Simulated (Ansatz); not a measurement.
# B_i (void) in SiC (P6_3mc): charge-transition levels and formation energies, part 2 of 2

Wanted: the transition levels of a interstitial in SiC (P6_3mc), from a cell of 108 host atoms with 1 B put in.

Ansatz; place-levels on r2SCAN runs: charge-transition levels and formation energies with image-charge correction and potential alignment at the atomic sites; PAW set soft_1.

So far: Set-up; The runs of each charge state; Levels against the band edges, r2SCAN.

**3. Levels against the band edges, r2SCAN (continued)**

Levels between the charges placed, in eV above the valence top:

|  | gap (eV) | (+2/+1) | (+1/0) | (0/−1) |
| --- | --- | --- | --- | --- |
| r2SCAN | 2.37 | 1.03 | 2.34 | 2.43 |

Corrections by state:

| charge | moment (μB) | image terms and alignment (eV) | band filling (eV) | ε used | over the lowest of its charge, as the program ranks them, band filling apart (eV) |
| --- | --- | --- | --- | --- | --- |
| +2 | 1.0 | 0.801 | - | principal values (10.43, 10.43, 10.95) | 0.000 |
| +1 | 0.0 | 0.218 | - | principal values (10.43, 10.43, 10.95) | 0.000 |
| 0 | 1.0 | 0.000 | - | - | 0.000 |
| −1 | 0.0 | -0.022 | -0.215 | principal values (10.43, 10.43, 10.95) | 0.000 |
| −1 | 2.0 | -0.025 | - | principal values (10.43, 10.43, 10.95) | 0.191 |

The charged structures listed were also run neutral, and place-levels reads from each pair, by the potential or the spins, how wide the charge is by which they differ; that can be the carrier of either run.

| charge | rms radius (Å) | spread where it is widest against the cell (Å) | wide from (Å) | reading |
| --- | --- | --- | --- | --- |
| +2 | 3.9 | 2.08 | 1.39 | wide |
| +1 | 4.9 | 3.09 | 1.39 | wide |
| −1 | 5.3 | 3.25 | 1.39 | wide |

The neutral runs of these pairs need not share the spin of the lowest neutral state, and very wide values only mean spread over the cell.

From the program's caveats on the states, each cut to its opening words:

- charge +2 (1 μB): it parts from the run at its places by a charge that spreads by about 2.1 Å along one vector (1.4 Å or more is wide), by its potential at epsilon [7.09, 7.09, [...]
- charge +2 (1 μB), 0 (1 μB), −1 (2 μB): flagged: stability check not made
- charge +1: it parts from the run at its places by a charge that spreads by about 3.1 Å along one vector (1.4 Å or more is wide), by its potential at epsilon [7.09, 7.09, [...]
- charge 0 (1 μB): its alignment with the host at atomic sites is doubtful: the mean over the far sites moves by -0.0968 eV from their farther parts to their nearer, more than [...]
- charge 0 (1 μB): its sublattices stand up to 0.0308 Å off the host's, which by the two runs' forces adds about +0.02 eV to its energy against the host's, and moves the band [...]
- charge 0 (1 μB): its moments are held at its close (magnetization.spin_locking), by a field of 0.034 eV a Bohr magneton, and its energy and levels are of the state that this [...]
- charge −1: it parts from the run at its places by a charge that spreads by about 3.2 Å along one vector (1.4 Å or more is wide), by its potential at epsilon [7.09, 7.09, [...]
- charge −1: a band-filling correction moves a carrier to the host's band edge, which changes its energy by -0.215 eV
- charge −1: its alignment with the host at atomic sites is doubtful: the mean over the far sites moves by -0.1817 eV from their farther parts to their nearer, more than [...]
- charge −1: the host's ions (past the first shell or, of a walk that freed a part, those that it held) aren't shown at rest: they stand up to 0.062 Å off their sites, 2.09 [...]
- charge −1: its sublattices stand up to 0.0449 Å off the host's, which by the two runs' forces adds about +0.04 eV to its energy against the host's, and moves the band [...]
- charge −1 (2 μB): it parts from the run at its places by a charge that spreads by about 3.5 Å along one vector (1.4 Å or more is wide), by its potential at epsilon [7.09, 7.09, [...]
- charge −1 (2 μB): its alignment with the host at atomic sites is doubtful: the mean over the far sites moves by -0.1719 eV from their farther parts to their nearer, more than [...]
- charge −1 (2 μB): the host's ions (past the first shell or, of a walk that freed a part, those that it held) aren't shown at rest: they stand up to 0.048 Å off their sites, 1.95 [...]

Chemical potentials of the elements' reference phases, run alike. Formation energy by charge state (elemental references; gap 2.37 eV):

| charge | at valence top (eV) | at conduction bottom (eV) | correction included (eV) |
| --- | --- | --- | --- |
| +2 | 3.40 | 8.13 | 0.80 |
| +1 | 4.43 | 6.80 | 0.22 |
| 0 | 6.76 | 6.76 | 0.00 |
| −1 | 9.19 | 6.82 | -0.24 |

```json
{"Fermi level (eV)": "0.00", "lowest formation energy (eV)": "3.40"}
{"Fermi level (eV)": "0.22", "lowest formation energy (eV)": "3.83"}
{"Fermi level (eV)": "0.43", "lowest formation energy (eV)": "4.26"}
{"Fermi level (eV)": "0.65", "lowest formation energy (eV)": "4.69"}
{"Fermi level (eV)": "0.86", "lowest formation energy (eV)": "5.12"}
{"Fermi level (eV)": "1.08", "lowest formation energy (eV)": "5.50"}
{"Fermi level (eV)": "1.29", "lowest formation energy (eV)": "5.72"}
{"Fermi level (eV)": "1.51", "lowest formation energy (eV)": "5.94"}
{"Fermi level (eV)": "1.72", "lowest formation energy (eV)": "6.15"}
{"Fermi level (eV)": "1.94", "lowest formation energy (eV)": "6.37"}
{"Fermi level (eV)": "2.15", "lowest formation energy (eV)": "6.58"}
{"Fermi level (eV)": "2.37", "lowest formation energy (eV)": "6.76"}
```

**4. Effect of the sampling**

The relaxations' own energies give the levels at their sampling, for comparison.

File levels.relax_mesh.yaml:

```yaml
host:
  run: host.relax.run
states: [qm1.relax.run, q0_M1.relax.run, qp1.relax.run, qp2_M1.relax.run, qm1_M2.relax.run]
chemical_potentials:
  B:
    energy: -156.554104
    dataset: <sha256 of the dataset>
```

Started as:

```sh
ansatz place-levels levels.relax_mesh.yaml -- --threads 4 --pin off --max-ram 15073MiB
```

The program printed:

```text
(+2/+1) 1.079 eV above the valence edge, 1.299 eV under the conduction edge
(+1/0) 2.417 eV above the valence edge, in the conduction band; not on the lower envelope
[...]
(+1/-1) 2.403 eV above the valence edge (+2.546 eV without the band-filling correction), in the conduction band: charges between them are lowest nowhere
formation energy of charge +2: +3.423 eV with the Fermi level at the valence edge
formation energy of charge +1: +4.502 eV with the Fermi level at the valence edge
formation energy of charge 0: +6.919 eV with the Fermi level at the valence edge
formation energy of charge -1: +9.309 eV with the Fermi level at the valence edge
  edges by r2scan, gap 2.378 eV; the host is sampled to repeats of 16.00 Å
[... the lines on each state left out ...]
```

Run time: 0.19 s. Hardware: 4 threads of Arm Neoverse V2, shared host.

Levels between neighbouring charges, in eV above the valence top:

|  | gap (eV) | (+2/+1) | (+1/0) | (0/−1) |
| --- | --- | --- | --- | --- |
| one point at (¼, ¼, ¼) | 2.38 | 1.08 | 2.42 | 2.39 |
| a 2×2×2 shifted mesh | 2.37 | 1.03 | 2.34 | 2.43 |

Going from one point at (¼, ¼, ¼) to a 2×2×2 shifted mesh moves the levels that carry no band-filling term by up to 0.08 eV and formation energies against the elements by up to 0.15 eV; band-filling terms, which differ between samplings, are in these energies.

**5. Results**

| Quantity | Value |
| --- | --- |
| gap of the host | 2.37 eV (r2SCAN) |
| level (plus 2/plus 1) | 1.03 eV above the valence top |
| level (plus 1/0) | 2.34 eV above the valence top |
| level (0/minus 1) | 2.43 eV above the valence top, past the conduction bottom (2.64 eV above the valence top without the band-filling term) |
| lowest of the charges placed, just above the valence top (0.02 eV) | +2 |
| lowest of the charges placed, just below the conduction bottom (0.02 eV) | 0 |
| lowest formation energy at mid-gap of the charges run, elemental references | 5.61 eV |

In words: Of the charges placed (−1, 0, +1 and +2), the lowest changes at 1.03 eV (+2/+1) and 2.34 eV (+1/0) above the valence top, in a gap of 2.37 eV. (+1/0) lies nearer to a band edge than the share of the finite-size correction in it (0.22 eV), and that correction holds for a localised charge alone. (+1/0) lies 0.03 eV from a band edge, less than the doubt on such levels. Charges above +2 were not placed, so these runs say nothing of levels that involve them. States placed: +2 at 1 μB; +1 at 0 μB; 0 at 1 μB; −1 at 0 μB and 2 μB. Other spin states or structures, where not listed, weren't placed. The program finds carriers beyond a band edge of the host and adds a band-filling term at charge −1 (-0.21 eV); steps to such a charge show no bound level, and a defect level inside a band would be read the same way. B is taken at its element; compounds, which aren't counted here, bound the chemical potentials and would shift these formation energies. Going from one point at (¼, ¼, ¼) to a 2×2×2 shifted mesh moves the levels that carry no band-filling term by up to 0.08 eV and formation energies against the elements by up to 0.15 eV; band-filling terms, which differ between samplings, are in these energies. The program doubts the alignment of potentials for at least one state, a sign that the cell is small. Limits: r2SCAN makes the gap too small and tends to spread out bound carriers; force components of up to 0.51 eV/Å remain in a run at the final settings.

Calculation against experiment:

```
                             quantity  measured           r2SCAN
band gap (least gap of the host) (eV)      3.03  2.37 (-0.66 eV)
```

Measured values from arxiv:1806.04908 (2018).

**Verdict.** The band gap is off by -0.66 eV: a clear miss. Local and semilocal functionals usually give gaps below the measured ones. Zero-point and thermal motion shift the measured gap.

[Logs are printed without paths, hosts, clocks, repeated set-up lines and the standing remarks that a program may print on its own settings, such as how far it seeks lower states.]

[Hosts, paths, dates, database ids (printed as entryN), source tags and the programs' standing remarks are cut or masked in the printed files.]

[Where a table of states has a column of steps, it counts the stored structures, which are thinned; the runs took as many ionic steps or more.]

[A defect's name tells the site on which it was built; relaxed atoms can leave that site.]

[For some hosts the program warned that the k-mesh of the response run may be too coarse for force constants and the static dielectric constant; such warnings are not shown here.]
